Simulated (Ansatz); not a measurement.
# Slab bands of Ag(111)-(√3×√3)R30°-Pb surface alloy, part 3 of 3

Aim: the slab bands of Ag(111)-(√3×√3)R30°-Pb surface alloy, with their weight on the outer layers.

Ansatz 0.2.0; plane-wave DFT, PBE, Ansatz PAW (the session's first sound run).

So far, work function, upper face (eV): step 2 (relaxation, PBE) 3.93; step 3 (band structure, smearing width 0.05 eV, PBE) 3.93; step 4 (PBE spin-orbit, band structure, smearing width 0.05 eV) 3.97.

## (5) Close to the zone centre

Level of this step: plane-wave DFT, PBE, fully relativistic PAW with spin-orbit coupling (Ansatz).

A Rashba splitting shows at small k, so a short path out of the zone centre is sampled finely.

Contents of input.yaml:

```yaml
crystal:
  lattice:
    - [5.009206524, 0.0, 0.0]
    - [2.504603262, 4.3381001026, 0.0]
    - [0.0, 0.0, 28.0454504039]
  atoms:
    - { symbol: Ag, position: [1.7e-09, 0.3333333317, 0.3209076649] }
    - { symbol: Ag, position: [0.3333333317, 0.6666666667, 0.3209076649] }
    - { symbol: Ag, position: [0.6666666667, 1.7e-09, 0.3209076649] }
    - { symbol: Ag, position: [0.0, 0.0, 0.4051053714] }
    - { symbol: Ag, position: [0.3333333333, 0.3333333333, 0.4051053714] }
    - { symbol: Ag, position: [0.6666666667, 0.6666666667, 0.4051053714] }
    - { symbol: Ag, position: [0.0011034097, 0.6666666667, 0.491149835] }
    - { symbol: Ag, position: [0.3322299237, 0.0011034097, 0.491149835] }
    - { symbol: Ag, position: [0.6666666667, 0.3322299237, 0.491149835] }
    - { symbol: Ag, position: [-0.0034074873, 0.3367408206, 0.5773857271] }
    - { symbol: Ag, position: [0.3367408206, 0.6666666667, 0.5773857271] }
    - { symbol: Ag, position: [0.6666666667, -0.0034074873, 0.5773857271] }
    - { symbol: Ag, position: [0.0, 0.0, 0.66245578] }
    - { symbol: Ag, position: [0.3333333333, 0.3333333333, 0.66245578] }
    - { symbol: Pb, position: [0.6666666667, 0.6666666667, 0.6869779921] }
hamiltonian:
  xc: pbe
  pseudopotentials: { kind: paw_fr }
magnetization:
  noncollinear: true
  spin_orbit: true
scf:
  occupations: { method: fermi_dirac, width: 0.05 }
  convergence: { dr2_threshold: 1.0e-08 }
efield:
  axis: 3
  dipole_correction: true
  ramp_position: 0.97
  ramp_width: 0.06
output:
  fatbands: true
  write_potential: true
  write_density: true
  volumetric_format: npy
kpoints:
  mp_grid: { grid: [12, 12, 1] }
  band_path: { path: [[0, 0, 0], [0.2071, 0, 0]], npoints: 30 }
```

Started as:

```
> ansatz run input.yaml --threads 4 --pin off --max-ram 12288MiB --backend cpu --events-out ev --progress --plain --runs-dir out
```

Numbers of over 12 decimals in the logs are rounded to 6 here.

The program printed:

```text
[...]
Crystal: 15 atoms, lattice volume = 609.440 Å³
Basis set: ecut = 420 eV, 12003 PW (Γ)
Bands: 336, of which v1, the nominal top of the filled ones, is band 280 counted from 1 (279 counted from 0)
Symmetry: 6 space group operations + 6 with time reversal
[...]
k-points: 19 of 144 (time reversal used)
Projection manifold: j_resolved (fully-relativistic pseudo-atomic orbitals)
[...]
SCF iter   1: F=—  HF=-118247.138912 eV  |F-HF|=—  |Δ(HF+E_count)|=         —  Δρ=4.20e-2  dr2=1.25e1  dr2_m=0.00e0 (ungated)  ethr=3.10e-3  |M|=0.00e0 ∫|m|=0.00e0 μB  |m|>n=0.0e0 m-floor=0.0e0 τ_xc=0.0e0  β_m=1.00  p=-0.000 e·Å  D=-1.98e-7 V/Å  ΔV_dip=0.00 eV  dr2_dipole=3.29e-1  V_vac-E_F(+/−)=4.66/4.66 eV  ⟨swp⟩=8.4  Hψ=33249  notcnv=0  defer=644
[...]
SCF iter  11: F=-118243.983096 eV  HF=-118243.983096 eV  |F-HF|=8.15e-10  |Δ(HF+E_count)|=   8.60e-9  Δρ=5.34e-7  dr2=1.76e-9  dr2_m=0.00e0 (ungated)  ethr=3.57e-12  |M|=0.00e0 ∫|m|=0.00e0 μB  |m|>n=0.0e0 m-floor=0.0e0 τ_xc=0.0e0  p=0.061 e·Å  D=1.80e-2 V/Å  ΔV_dip=-0.50 eV  dr2_dipole=1.51e-12  V_vac-E_F(+/−)=3.97/4.48 eV  ⟨swp⟩=14.7  Hψ=29583  notcnv=0
SCF 1 converged in 11 iterations: F = -118243.983096 eV  dr2 = 1.76e-9
[...]
SCF converged after 11 iterations
[...]
Magnetization: |M| = 0.0000 μB,  M = (+0.0000, +0.0000, +0.0000) μB
Absolute magnetization: 0.0000 μB (∫|m|)
  site 0: m = (+0.0000, +0.0000, +0.0000) μB, |m| = 0.0000 μB  (R = 1.19 Å)
  site 1: m = (+0.0000, +0.0000, +0.0000) μB, |m| = 0.0000 μB  (R = 1.19 Å)
  site 2: m = (+0.0000, +0.0000, +0.0000) μB, |m| = 0.0000 μB  (R = 1.19 Å)
  site 3: m = (+0.0000, +0.0000, +0.0000) μB, |m| = 0.0000 μB  (R = 1.19 Å)
  site 4: m = (+0.0000, +0.0000, +0.0000) μB, |m| = 0.0000 μB  (R = 1.19 Å)
  site 5: m = (+0.0000, +0.0000, +0.0000) μB, |m| = 0.0000 μB  (R = 1.19 Å)
  site 6: m = (+0.0000, +0.0000, +0.0000) μB, |m| = 0.0000 μB  (R = 1.19 Å)
  site 7: m = (+0.0000, +0.0000, +0.0000) μB, |m| = 0.0000 μB  (R = 1.19 Å)
  site 8: m = (+0.0000, +0.0000, +0.0000) μB, |m| = 0.0000 μB  (R = 1.19 Å)
  site 9: m = (+0.0000, +0.0000, +0.0000) μB, |m| = 0.0000 μB  (R = 1.18 Å)
  site 10: m = (+0.0000, +0.0000, +0.0000) μB, |m| = 0.0000 μB  (R = 1.18 Å)
  site 11: m = (+0.0000, +0.0000, +0.0000) μB, |m| = 0.0000 μB  (R = 1.18 Å)
  site 12: m = (+0.0000, +0.0000, +0.0000) μB, |m| = 0.0000 μB  (R = 1.19 Å)
  site 13: m = (+0.0000, +0.0000, +0.0000) μB, |m| = 0.0000 μB  (R = 1.19 Å)
  site 14: m = (+0.0000, +0.0000, +0.0000) μB, |m| = 0.0000 μB  (R = 1.23 Å)
Free energy (F): -118243.983096 eV
[...]
Internal energy: -118243.946932 eV  (E = F + TS)
E sigma→0 (E₀):  -118243.965014 eV
Entropy (-TS):   -0.036164 eV (-2.411 meV/atom)
Fermi energy:    4.988950 eV
Dipole field:    D = 0.017980 V/Å  (p = 0.060558 e·Å, saw-weighted, corrected)
Work function:   Φ+ = 3.9738 eV   Φ− = 4.4781 eV
[...]
--- Band table (eV; the first three rows and the last of 19) ---
  k-point 0: bands = [... 276 lower, 6.4362, 6.4362, 7.3838, 7.3838, 7.6285, 7.6285, 8.0287, 8.0287, ... 52 higher]
  k-point 1: bands = [... 276 lower, 6.0472, 6.4742, 6.8874, 6.9184, 7.1207, 7.1790, 7.5056, 7.5542, ... 52 higher]
  k-point 2: bands = [... 276 lower, 5.7204, 5.8344, 5.8695, 5.9390, 6.3962, 6.4226, 6.6921, 6.8262, ... 52 higher]
  k-point 18: bands = [... 276 lower, 3.1712, 3.1712, 3.2464, 3.2712, 4.3130, 4.3130, 4.7484, 4.7484, ... 52 higher]
```

Elapsed: 14 min, on 4 threads of Intel Xeon 6975P-C (Granite Rapids), shared host; peak memory 11 GiB.

The electronic bands at the labelled points (eV, zero at the Fermi level):

```tsv
point	band 271	band 272	band 273	band 274	band 275	band 276	band 277	band 278
Γ	-2.16	-2.16	-0.28	-0.28	0.68	0.68	1.45	1.45
halfway	-1.90	-1.89	-0.12	-0.10	0.09	0.47	1.00	1.38
end	-1.51	-1.42	-0.82	-0.54	0.26	0.29	0.34	0.40
```

The levels on this short path go into the next step.

## (6) Spin splitting

This step: plane-wave DFT, PBE, fully relativistic PAW with spin-orbit coupling; spin splitting near the zone centre (Ansatz 0.2.0).

Levels that meet at the zone centre are followed outwards; a split that grows in proportion to k gives the Rashba parameter as ΔE/2k.

This step gave:

```
largest split over 2k that stays linear in k : 3.069 eV Å
```

Groups of levels that meet at the zone centre and whose split, tested at two k, grows in proportion to k or stays under 1 meV; groups that fail this test are left out. Spin splitting, by row:

```tsv
level at the first point (eV from the Fermi level)	states	split at k = 0.030 1/A (eV)	split over 2k (eV Å)
-2.155	2	0.0039	0.06501
0.6775	2	0.1273	2.122
1.447	2	0.1841	3.069
```

## (7) Varying the input

This step: plane-wave DFT, PBE, Ansatz PAW (Ansatz 0.2.0).

A run with a changed input: it repeats the earlier run with scf.n_extra_bands to 2, total_charge to 1 and crystal.symmetry to detect: false; its output block differs too.

Changes to input.yaml since step 5:

```diff
@@ -21,11 +21,14 @@
     - { symbol: Pb, position: [0.6666666667, 0.6666666667, 0.6869779921] }
+  symmetry: { detect: false }
+kpoints:
+  mp_grid: { grid: [12, 12, 1] }
+  band_path:
+    path: [[0, 0, 0], [0.5, 0, 0], [0.66666667, 0.33333333, 0], [0, 0, 0]]
+    npoints: 24
 hamiltonian:
   xc: pbe
-  pseudopotentials: { kind: paw_fr }
-magnetization:
-  noncollinear: true
-  spin_orbit: true
 scf:
   occupations: { method: fermi_dirac, width: 0.05 }
-  convergence: { dr2_threshold: 1.0e-08 }
+  convergence: { dr2_threshold: 1.0e-09 }
+  n_extra_bands: 2
 efield:
@@ -37,2 +40,3 @@
   fatbands: true
+  dos: { projected: true, e_range: [-8, 5] }
   write_potential: true
@@ -40,4 +44,2 @@
   volumetric_format: npy
-kpoints:
-  mp_grid: { grid: [12, 12, 1] }
-  band_path: { path: [[0, 0, 0], [0.2071, 0, 0]], npoints: 30 }
+total_charge: 1
```

The program printed:

```text
Error: efield: with total_charge ≠ 0 without external_charges — the saw-weighted dipole of a charged cell depends on the ramp position (the isolated-slab reference a dipole correction restores does not exist for a charged slab), so the field energy is ill-defined under the jellium convention; neutralise the cell or drop the efield: block, which crystal.periodic lets a charged slab do
```

Wall time 0.02 s (4 threads); peak memory 0.044 GiB.

The program refused the input before any cycle.

The program's message: “Error: efield: with total_charge ≠ 0 without external_charges — the saw-weighted dipole of a charged cell depends on the ramp position (the isolated-slab reference a dipole correction restores does no …”

## (8) Summary of results

| Property | Result |
| --- | --- |
| work function, upper face | 3.93 eV |
| work function, lower face | 4.47 eV |
| largest split over 2k that stays linear in k | 3.07 eV Å |

**Reading.** No level at the symmetry points, from 3 eV under the Fermi level to 2.0 eV over it, passes the bound for weight on the outer layers. The strongest linear splitting near the zone centre, 3.07 eV·Å, belongs to the levels at 1.45 eV. The in-plane lattice is held at a typed value, so part of the relaxation answers the strain against the functional's own lattice constant. Image-potential states are missing at this level, since the potential falls off too fast in the vacuum.

[Logs are printed without paths, hosts, clocks, repeated set-up lines and the standing remarks that a program may print on its own settings, such as how far it seeks lower states.]

[Hosts, paths, dates, database ids (printed as entryN), source tags and the programs' standing remarks are cut or masked in the printed files.]

[Maps of the electrostatic potential energy from Ansatz leave out the sawtooth potential of an applied field or a dipole correction, so their vacuum need not be flat; planar profiles and work functions include it.]
